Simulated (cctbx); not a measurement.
# Reading a Patterson map

Space group P-4m2 (no. 115), a = 4.0700 Å, b = 4.0700 Å, c = 8.7790 Å, α = 90.00°, β = 90.00°, γ = 90.00°, content Pr2 Nb4 Ni1.

The data are simulated with cctbx, not measured: Cu Kα, λ = 1.54184 Å, to d = 0.8 Å, 80 % of the full sphere, strongest reflection 20000 counts, noise from counting, a 3 % proportional error and a noise floor of 8 counts (s.d.); no absorption.

Patterson synthesis, origin scaled to 1000:

```text
Patterson group P 4/m m m
      u       v       w   height  length (A)
  0.000   0.000   0.000   1000.0     0.00
  0.500   0.500   0.500    541.5     5.25
  0.000   0.500   0.254    406.3     3.02
  0.000   0.000   0.364    329.3     3.20
  0.500   0.500   0.115    317.8     3.05
  0.500   0.500   0.000    226.8     2.88
  0.000   0.500   0.377    218.0     3.89
  0.000   0.000   0.500    136.9     4.39
  0.500   0.500   0.253    116.6     3.63
  0.000   0.500   0.118     56.0     2.28
  0.113   0.113   0.113     20.4     1.19
  0.000   0.000   0.143     15.9     1.26
  0.000   0.279   0.054     10.7     1.23
  0.096   0.259   0.322      7.8     3.05
```

Q: Assign the vectors.

A peak at u stands for all pairs with xi − xj = u, with weight Σ ZiZj against Σ Z² = 14470 at the origin. Peak heights follow these weights only roughly, since form factors, motion and series ripples differ, all vectors within 0.55 Å of a peak are counted as merged into it though the farther ones add only part of their weight, and F(000) is left out, which lowers the whole map:

| u | v | w | shortest length (Å) | height | 1000 ΣZiZj/ΣZ² | pairs in the cell |
| --- | --- | --- | --- | --- | --- | --- |
| 0.500 | 0.500 | 0.500 | 5.25 | 542 | 640 | 2 × Pr–Pr, 2 × Nb–Ni |
| 0.000 | 0.500 | 0.254 | 3.02 | 406 | 449 | 2 × Pr–Nb, 1 × Pr–Ni |
| 0.000 | 0.000 | 0.364 | 3.20 | 329 | 334 | 2 × Pr–Nb |
| 0.500 | 0.500 | 0.115 | 3.05 | 318 | 334 | 2 × Pr–Nb |
| 0.500 | 0.500 | 0.000 | 2.88 | 227 | 232 | 2 × Nb–Nb |
| 0.000 | 0.500 | 0.377 | 3.89 | 218 | 232 | 2 × Nb–Nb |
| 0.000 | 0.000 | 0.500 | 4.39 | 137 | 159 | 2 × Nb–Ni |
| 0.500 | 0.500 | 0.253 | 3.64 | 117 | 116 | 1 × Nb–Nb |
| 0.000 | 0.500 | 0.118 | 2.28 | 56 | 79 | 1 × Nb–Ni |

The table stops at ten peaks or at a height of 45, below which ripples compete. In the model behind the data Pr, the heaviest element, has 1 independent site: (0, 1/2, 0.7607), up to an allowed shift of origin; the Pr–Pr vectors are differences of these positions and their symmetry mates. The whole model:

```
atom  mult.    x    y       z  Ueq (Å²)
 Pr1      2    0  1/2  0.7607    0.0063
 Nb1      2    0  1/2  0.1245    0.0097
 Nb2      1    0    0     1/2    0.0065
 Nb3      1  1/2  1/2     1/2    0.0120
 Ni1      1  1/2  1/2       0    0.0091
```

This is a model crystal, built by substitution and not relaxed, with assumed displacement parameters.

[Logs are printed without paths, hosts, clocks, repeated set-up lines and the standing remarks that a program may print on its own settings, such as how far it seeks lower states.]
